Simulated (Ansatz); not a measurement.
# SrPdN (built on the sites of a database entry of BaAsPd): following an unstable mode

Which phase does SrPdN (built on the sites of a database entry of BaAsPd) fall into along its unstable mode, and how much energy does it gain?

Main program and level: Ansatz 0.2.0; DFT PBE+D3(BJ), scalar-relativistic, plane waves, PAW.

Report form: the programs' logs are mostly left out.

The structure was built from a prototype and need not be the compound's stable phase.

## (1) Starting point

The structure is hexagonal, space group P-6m2 (No. 187). Conventional cell: a = 3.771 Å, b = 3.771 Å, c = 4.061 Å, α = 90.00°, β = 90.00°, γ = 120.00°. Sr has 6 N at 2.98 Å and 6 Pd at 2.98 Å nearest. Nearest to N lie 3 Pd at 2.18 Å and 6 Sr at 2.98 Å. Pd has 3 N at 2.18 Å nearest. Farther neighbours and most contacts between anions are not listed.

## (2) Phonons on a q mesh

The cell comes from relaxations at this level that are not shown. Stability and thermal properties need the whole zone. Linear response on a 3×3×4 q mesh gives force constants as far as a supercell of that size would.

input.yaml

```yaml
crystal:
  lattice:
    - [3.7707149625, 0.0, 0.0]
    - [-1.8853574812, 3.2655349479, 0.0]
    - [0.0, 0.0, 4.0614150488]
  atoms:
    - { symbol: Sr, position: [0.0, 0.0, 0.0] }
    - { symbol: "N", position: [0.6666666667, 0.3333333333, 0.5] }
    - { symbol: Pd, position: [0.3333333333, 0.6666666667, 0.5] }
kpoints:
  mp_grid: { grid: [15, 15, 12] }
hamiltonian:
  xc: pbe
  dispersion: d3bj
scf:
  occupations: { method: methfessel_paxton, width: 0.2 }
output:
  eigenvalues: true
phonons:
  method: dfpt
  qmesh: [3, 3, 4]
  temperatures: { t_max: 1000, t_step: 50 }
  qpath:
    path:
      - [[0.0, 0.0, 0.0], [0.5, 0.0, 0.0], [0.33333333, 0.33333333, 0.0], [0.0, 0.0, 0.0], [0.0, 0.0, 0.5], [0.5, 0.0, 0.5], [0.33333333, 0.33333333, 0.5], [0.0, 0.0, 0.5]]
      - [[0.5, 0.0, 0.5], [0.5, 0.0, 0.0]]
      - [[0.33333333, 0.33333333, 0.5], [0.33333333, 0.33333333, 0.0]]
    npoints: 10
```

Started as:

```
> ansatz run input.yaml --threads 8 --pin off --max-ram 14336MiB --backend cpu --events-out ev --progress --plain --runs-dir out
```

The job ended after 9.1 min (8 threads of Arm Neoverse V2, shared host; peak memory 3.4 GiB; 70 min of CPU time).

Numbers from this step:

```
volume per atom                                         : 16.67 Å³
gap on the k-mesh                                       : 0 eV
sum-rule residual before enforcement                    : 3.96e-5 eV/Å²
lowest frequency on the path                            : -129.0 cm⁻¹
point group                                             : -6m2
highest frequency on the path or at a solved wavevector : 370.9 cm⁻¹
highest optical mode at the zone centre (no LO-TO term) : 315.8 cm⁻¹
lowest optical zone-centre mode                         : -69.59 cm⁻¹
lowest mode on the q mesh (acoustic modes at Γ apart)   : -129.1 cm⁻¹
```

Frequencies (cm⁻¹) solved at each irreducible wavevector; negative means imaginary. Frequencies by wavevector, by row:

```tsv
q in reciprocal lattice units	star	mode 1	mode 2	mode 3	mode 4	mode 5	mode 6	mode 7	mode 8	mode 9
0 0 0	1	-69.6	0	0	0	121.5	121.5	183.2	315.8	315.8
0 0 0.25	2	46.1	46.1	71.9	112.2	112.2	130.8	175.9	314.1	314.1
0 0 -0.5	1	85.4	85.4	85.9	85.9	139.7	140.4	194.3	312.1	312.1
0 0.3333 0	6	-102.7	-34	82	96.5	135.2	156.6	163	293.7	339.8
0 0.3333 0.25	12	-12.2	35.5	66.1	123	123.8	150.8	179.6	289.2	339.9
0 0.3333 -0.5	6	48.9	60.4	76	101.6	137.7	172.4	191.3	285.8	340.2
0.3333 0.3333 0	2	-129.1	-45.5	32	117.9	132.7	144	180.8	320	370.9
0.3333 0.3333 0.25	4	-89.1	-85.1	81.5	101.5	148.4	163.4	174	318.2	365.4
0.3333 0.3333 -0.5	2	-106.5	30.8	75.9	120.2	167.2	167.8	174.3	316.6	360.2
```

Interpolated from a 3×3×4 q mesh. The phonon branches at the labelled points (cm⁻¹):

```tsv
point	branch 1	branch 2	branch 3	branch 4	branch 5	branch 6	branch 7	branch 8	branch 9
Γ	-70	0	0	0	122	122	183	316	316
halfway	-88	-12	63	93	133	149	166	295	327
M	-117	-53	86	104	136	143	178	299	356
halfway	-123	-48	62	109	140	141	179	310	363
K	-129	-46	32	118	133	144	181	320	371
halfway	-96	22	73	84	142	153	161	296	333
Γ	-70	0	0	0	122	122	183	316	316
halfway	46	46	72	112	112	131	176	314	314
A	85	85	86	86	140	140	194	312	312
halfway	64	66	86	97	149	168	187	289	327
L	23	57	58	106	116	174	199	288	357
halfway	-87	48	85	105	144	170	190	302	358
H	-106	31	76	120	167	168	174	316	360
halfway	24	61	98	99	152	170	184	291	331
A	85	85	86	86	140	140	194	312	312
jump to L	23	57	58	106	116	174	199	288	357
halfway	-55	-22	49	122	125	150	188	293	356
M	-117	-53	86	104	136	143	178	299	356
jump to H	-106	31	76	120	167	168	174	316	360
halfway	-89	-85	82	102	148	163	174	318	365
K	-129	-46	32	118	133	144	181	320	371
```

Symmetry leaves 9 wavevectors to solve. The lowest mode among them, the acoustic zeros apart, lies at q = (0.333, 0.333, 0) and is imaginary, 129.1i cm⁻¹, so the energy falls along it.

## (3) The mode frozen in, largest atomic shift 0 Å

The mode followed lies at q = (0, 0.333, 0) with frequency 102.7i cm⁻¹, one of the unstable modes though not the softest. At small amplitude the distorted cell has space group no. 8 by a symmetry search on the positions. The undistorted cell that holds it gives the zero of energy on the same k mesh.

System of this step: SrPdN (built on the sites of a database entry of BaAsPd). Symmetry: P-6m2, No. 187, hexagonal system. The conventional cell has a = 3.771 Å, b = 3.771 Å, c = 4.061 Å, α = 90.00°, β = 90.00°, γ = 120.00°. Sr has 6 Pd at 2.98 Å and 6 N at 2.98 Å nearest. N has 3 Pd at 2.18 Å and 6 Sr at 2.98 Å nearest. Nearest to Pd lie 3 N at 2.18 Å. Farther neighbours and most contacts between anions are not listed.

input.yaml

```yaml
crystal:
  lattice:
    - [-3.7707149625, 0.0, 0.0]
    - [0.0, 0.0, -4.0614150488]
    - [-1.8853574812, -9.7966048437, 0.0]
  atoms:
    - { symbol: Sr, position: [0.6666666667, 1.0, 0.6666666667] }
    - { symbol: Sr, position: [0.3333333333, 1.0, 0.3333333333] }
    - { symbol: Sr, position: [1.0, 1.0, 1.0] }
    - { symbol: "N", position: [0.2222222222, 0.5, 0.5555555556] }
    - { symbol: "N", position: [0.8888888889, 0.5, 0.2222222222] }
    - { symbol: "N", position: [0.5555555556, 0.5, 0.8888888889] }
    - { symbol: Pd, position: [0.7777777778, 0.5, 0.4444444444] }
    - { symbol: Pd, position: [0.4444444444, 0.5, 0.1111111111] }
    - { symbol: Pd, position: [0.1111111111, 0.5, 0.7777777778] }
kpoints:
  mp_grid: { grid: [10, 10, 10] }
hamiltonian:
  xc: pbe
  dispersion: d3bj
scf:
  occupations: { method: methfessel_paxton, width: 0.2 }
output:
  forces: true
  stress: true
  eigenvalues: true
```

Elapsed: 18 s, on 8 threads; peak memory 1.4 GiB; 2.3 min of CPU time.

This run has no spin polarisation although its electron count is odd.

Numbers from this step:

```
pressure                         : 0.003639 GPa
energy from the undistorted cell : 0 meV/atom
```

## (4) The mode frozen in, largest atomic shift 0.22 Å

The atoms are moved along the unstable eigenvector, the largest shift by 0.22 Å, with the cell fixed.

input.yaml, the sections that differ from step 3:

```yaml
crystal:
  lattice:
    - [-3.7707149625, 0.0, 0.0]
    - [0.0, 0.0, -4.0614150488]
    - [-1.8853574812, -9.7966048437, 0.0]
  atoms:
    - { symbol: Sr, position: [0.6666666667, 0.9992667151, 0.6666666667] }
    - { symbol: Sr, position: [0.3333333333, 1.0000572925, 0.3333333333] }
    - { symbol: Sr, position: [1.0, 1.0006759658, 1.0] }
    - { symbol: "N", position: [0.2222222222, 0.492663567, 0.5555555556] }
    - { symbol: "N", position: [0.8888888889, 0.4531678543, 0.2222222222] }
    - { symbol: "N", position: [0.5555555556, 0.5541683126, 0.8888888889] }
    - { symbol: Pd, position: [0.7777777778, 0.500579218, 0.4444444444] }
    - { symbol: Pd, position: [0.4444444444, 0.4996637769, 0.1111111111] }
    - { symbol: Pd, position: [0.1111111111, 0.4997570261, 0.7777777778] }
# kpoints, hamiltonian, scf, output: as in step 3
```

Wall time 30 s (8 threads); peak memory 1.8 GiB.

This step gave:

* pressure: -0.05349 GPa
* energy from the undistorted cell: -1.296 meV/atom

The energy, extrapolated to zero smearing, is -1.30 meV/atom against the undistorted cell.

The run ends at a pressure of -0.05 GPa, with forces up to 0.088 eV/Å.

## (5) Energy along the mode, all amplitudes (two of the runs are shown above)

An imaginary frequency means negative curvature, so the energy should fall and then rise again as anharmonic terms take over.

This step gave:

```
depth at the lowest point sampled  : 1.296 meV/atom
largest atomic shift at that point : 0.22 Å
```

Table of energy from the parent by largest atomic shift:

```tsv
largest atomic shift (Å)	energy from the parent (meV/atom)
0.000	0
0.040	-0.071
0.080	-0.272
0.140	-0.733
0.220	-1.30
0.320	-0.801
0.450	4.66
```

Displacement at unit largest shift by atom:

```tsv
atom	x (Å)	y (Å)	z (Å)	size
Sr1	0.00	0.00	0.01	0.01
Sr2	0.00	0.00	0.00	0.00
Sr3	0.00	0.00	-0.01	0.01
N4	0.00	0.00	0.14	0.14
N5	0.00	0.00	0.86	0.86
N6	0.00	0.00	-1.00	1.00
Pd7	0.00	0.00	-0.01	0.01
Pd8	0.00	0.00	0.01	0.01
Pd9	0.00	0.00	0.00	0.00
```

The lowest of the steps tried is at 0.22 Å, 1.30 meV/atom below the parent; the bottom of the well need not coincide with a step.

## (6) Relaxation from the frozen mode

Starting from the lowest point found, all atoms and the cell are let go, so that strain and other modes of the same symmetry can join in.

Changes to input.yaml since step 4:

```diff
@@ -26 +26,6 @@
   eigenvalues: true
+relax:
+  adjacent_minimum: "off"
+  f_tol: 0.002
+  max_steps: 120
+  cell: { stress_tol: 0.03 }
```

Wall time 13 min (8 threads); peak memory 2.2 GiB.

Relaxation path:

```tsv
step	energy less that of the first step (eV)	largest force component (eV/Å)	pressure (GPa)	volume (Å³)
1	0.0000	0.0817	-0.05	150.03
2	-0.0021	0.0651	-0.32	150.72
3	-0.0059	0.0612	-0.03	150.24
4	-0.0094	0.0406	0.24	149.84
5	-0.0102	0.0263	0.08	150.10
6	-0.0119	0.0360	-0.12	150.47
7	-0.0192	0.1344	-0.40	151.05
8	0.0021	0.3327	-0.40	151.29
9	-0.0302	0.1452	-0.36	150.93
10	-0.0565	0.1834	0.06	150.10
11	-0.1120	0.2382	0.50	148.97
12	-0.0032	0.3698	1.01	147.59
13	-0.0881	0.4444	-0.33	149.78
14	-0.1408	0.1002	-0.09	149.50
15	-0.1570	0.0518	0.58	148.13
16	-0.1633	0.0324	-0.20	149.42
17	-0.1650	0.0136	0.04	149.10
18	-0.1651	0.0006	0.00	149.14
19*	-0.2056	0.0135	0.34	149.14
20	-0.2076	0.0047	0.00	149.52
21	-0.2077	0.0011	0.00	149.50
22*	-0.2082	0.0010	0.01	149.50
```

Relaxation steps marked * repeat the geometry before them on a plane-wave basis chosen anew for their cell, so energy and pressure can jump there. Relaxation steps 8, 12, 13 were tried and not accepted.

The run keeps the 2 symmetry operations that it works with, so distortions that break them were not tested.

```tsv
cell as run	before	after	change
a (Å)	3.771	3.284	-12.9 %
b (Å)	4.061	4.117	+1.4 %
c (Å)	9.976	11.179	+12.1 %
β (°)	79.11	81.55	+3.1 %
volume (Å³/atom)	16.67	16.61	-0.4 %
```

The atoms that moved most (Å, as changes of fractional coordinates times the final cell):

```tsv
atom	dx	dy	dz	length
N6	0.000	-0.301	0.223	0.375
N5	0.000	-0.301	-0.193	0.358
Sr2	0.000	0.324	0.000	0.324
Sr3	0.000	0.324	0.003	0.324
Sr1	0.000	0.324	-0.003	0.324
N4	0.000	-0.301	-0.030	0.303
Pd7	0.000	-0.023	0.002	0.023
Pd8	0.000	-0.023	-0.001	0.023
```

Final coordinates:

```xyz
9
Lattice="-3.2840 0.0000 0.0000 0.0000 0.0000 -4.1170 -1.6420 -11.0576 0.0000" Properties=species:S:1:pos:R:3 pbc="T T T"
Sr   -3.2840   -7.0478   -4.1170
Sr   -1.6420   -3.3619   -4.1170
Sr   -4.9260  -10.7336   -4.1170
N    -1.6420   -6.4443   -2.0585
N    -3.2840   -2.7585   -2.0585
N    -3.2840  -10.1302   -2.0585
Pd   -3.2840   -4.9373   -2.0585
Pd   -1.6420   -1.2514   -2.0585
Pd   -1.6420   -8.6232   -2.0585
```

Numbers from this step:

| Quantity | Value |
| --- | --- |
| pressure | 0.007446 GPa |
| volume per atom | 16.61 Å³ |

The distorted start has space group Cm; the relaxation ends in Amm2.

## (7) The new phase in its own primitive cell

The relaxed structure is symmetrised, reduced to its primitive cell and relaxed tightly, as its phonons need.

System of this step: SrPdN (built on the sites of a database entry of BaAsPd). The structure is orthorhombic, space group Amm2 (No. 38). The conventional cell has a = 4.117 Å, b = 3.284 Å, c = 7.372 Å, α = 90.00°, β = 90.00°, γ = 90.00°. Nearest to Sr lie 4 N at 2.70 Å. Nearest to N lie 3 Pd at 2.18 to 2.23 Å and 4 Sr at 2.70 Å. Pd has 3 N at 2.18 to 2.23 Å nearest. Farther neighbours and most contacts between anions are not listed.

input.yaml, the sections that differ from step 6:

```yaml
crystal:
  lattice:
    - [4.1169567549, 0.0, 0.0]
    - [0.0, 1.6420147703, 3.6858790146]
    - [0.0, -1.6420147703, 3.6858790146]
  atoms:
    - { symbol: Sr, position: [0.0, 0.043952953, 0.043952953] }
    - { symbol: "N", position: [0.5, 0.6258085697, 0.6258085697] }
    - { symbol: Pd, position: [0.5, 0.3302384772, 0.3302384772] }
kpoints:
  mp_grid: { grid: [10, 14, 14] }
relax:
  adjacent_minimum: "off"
  f_tol: 0.001
  max_steps: 60
  cell: { stress_tol: 0.01 }
# hamiltonian, scf, output: as in step 6
```

Wall time 42 s (8 threads); peak memory 0.75 GiB.

Little changed from the start: no atom moved by 0.005 Å and no cell edge by 0.1 %.

Numbers from this step:

- pressure: -0.001527 GPa

The largest force component left is 0.15 meV/Å and the pressure is -0.002 GPa, within the tolerances set. The cell now holds 16.61 Å³/atom.

## (8) Modes of the new phase, k-mesh 10×14×14

A relaxed structure may still be a saddle point, so its zone-centre modes are computed. No field response is asked, since the mesh shows no gap.

input.yaml, the sections that differ from step 7:

```yaml
crystal:
  lattice:
    - [4.1158991924, 0.0, 0.0]
    - [0.0, 1.6431867337, 3.6849815829]
    - [0.0, -1.6431867337, 3.6849815829]
  atoms:
    - { symbol: Sr, position: [0.0, 0.043836555, 0.043836555] }
    - { symbol: "N", position: [0.5, 0.6260722456, 0.6260722456] }
    - { symbol: Pd, position: [0.5, 0.3300911993, 0.3300911993] }
output:
  eigenvalues: true
phonons:
  method: dfpt
# kpoints, hamiltonian, scf: as in step 7
# relax: removed
```

Elapsed: 49 s, on 8 threads; peak memory 1.2 GiB; 5.8 min of CPU time.

This step gave:

| Item | Value |
| --- | --- |
| sum-rule residual before enforcement | 5.75e-5 eV/Å² |
| point group | mm2 |
| highest optical mode at the zone centre (no LO-TO term) | 323.0 cm⁻¹ |
| lowest optical zone-centre mode | 107.7 cm⁻¹ |

Patterns of degenerate modes are one choice out of their space. The modes at Γ (shares of kinetic energy by element, %):

```tsv
mode	frequency (cm⁻¹)	symmetry	Sr %	N %	Pd %
1	0.0	acoustic	42	7	51
2	0.0	acoustic	42	7	51
3	0.0	acoustic	42	7	51
4	107.7	B2	55	0	45
5	141.8	A1	58	8	35
6	176.1	B1	41	10	49
7	218.7	B1	17	83	0
8	317.2	B2	3	93	4
9	323.0	A1	0	86	14
```

Displacements in mode 4 (107.7 cm⁻¹), the largest set to 1:
```
Sr1  0.00  1.00  0.00
N2   0.00 -0.05  0.00
Pd3  0.00 -0.82  0.00
```

Displacements in mode 6 (176.1 cm⁻¹), the largest set to 1:
```
Sr1 -0.82  0.00  0.00
N2  -1.00  0.00  0.00
Pd3  0.80  0.00  0.00
```

Before it was imposed, the acoustic sum rule was missed by 5.7e-5 eV/Å². Small misses are needed for a sound result but don't prove that mesh and cutoff are converged. The lowest optical mode is real, 108 cm⁻¹.

## (9) The phases reached

The phases reached along the modes that were followed are set side by side.

Energies are those of the first relaxation, on the mesh of the frozen mode; space group, volume and gap are those of the last relaxation. Phases, by row:

```tsv
mode frozen in	space group	energy from parent (meV/atom)	volume (Å³/atom)	gap on mesh (eV)	lowest zone-centre optical mode (cm⁻¹)	largest shift (Å)
parent	P-6m2	0	16.67	0	–	–
q = (0.333, 0.333, 0), 129i cm⁻¹	P321	-7.62	16.74	0	–	0.397
q = (0, 0.333, 0), 103i cm⁻¹	Amm2	-24.44	16.61	0	107.7	0.324
```

## (10) Summary of results

| Property | Result |
| --- | --- |
| unstable mode of the parent | q = (0, 0.333, 0), 103i cm⁻¹ |
| depth at the lowest point sampled | 1.30 meV/atom |
| largest atomic shift at that point | 0.22 Å |
| space group reached (within 0.01 Å) | Amm2 |
| energy gained over the parent (first relaxation, on the mesh of the frozen mode) | 24.4 meV/atom |
| volume per atom, phase reached | 16.6 Å³ |
| lowest optical zone-centre mode, phase reached | 108 cm⁻¹ |
| highest optical mode at the zone centre (no LO-TO term), phase reached | 323 cm⁻¹ |

In words: From this start the structure relaxes into Amm2, 24.4 meV/atom below the parent. At the parent's cell the well is 1.296 meV/atom deep on the steps tried, with its lowest point at a shift of 0.22 Å. Relaxing atoms and cell changes the gain by +23.14 meV/atom against the lowest step (energies at zero smearing). Most of the total comes from this relaxation. The frozen pattern makes up only 0 % of the final shifts of the atoms, so other modes or strain give most of the change. The cell went back to the size of the parent's, so the frozen mode vanished in the relaxation, and the gain comes from strain and zone-centre shifts. The new phase has no imaginary mode at the zone centre of its cell; other wavevectors were not checked. Of the 2 patterns followed to their end from this parent, this one reaches the lowest energy. Each path keeps the symmetry of its pattern, so a lower phase may lie along a pattern not tried. With no gap, or one that is small against the smearing, the frequencies hang on the k mesh and the smearing, most of all near Kohn anomalies. The phonon runs are without spin polarisation, although the cell has an odd electron count. A phonon run warned that its eigensolver left some bands unconverged in a pass. In the phonons the program treats the change of the C6 weights of the dispersion term with coordination only in part. The starting cell was built on a prototype and not taken from a measurement, so the phase need not exist.

[Logs are printed without paths, hosts, clocks, repeated set-up lines and the standing remarks that a program may print on its own settings, such as how far it seeks lower states.]

[Hosts, paths, dates, database ids (printed as entryN), source tags and the programs' standing remarks are cut or masked in the printed files.]
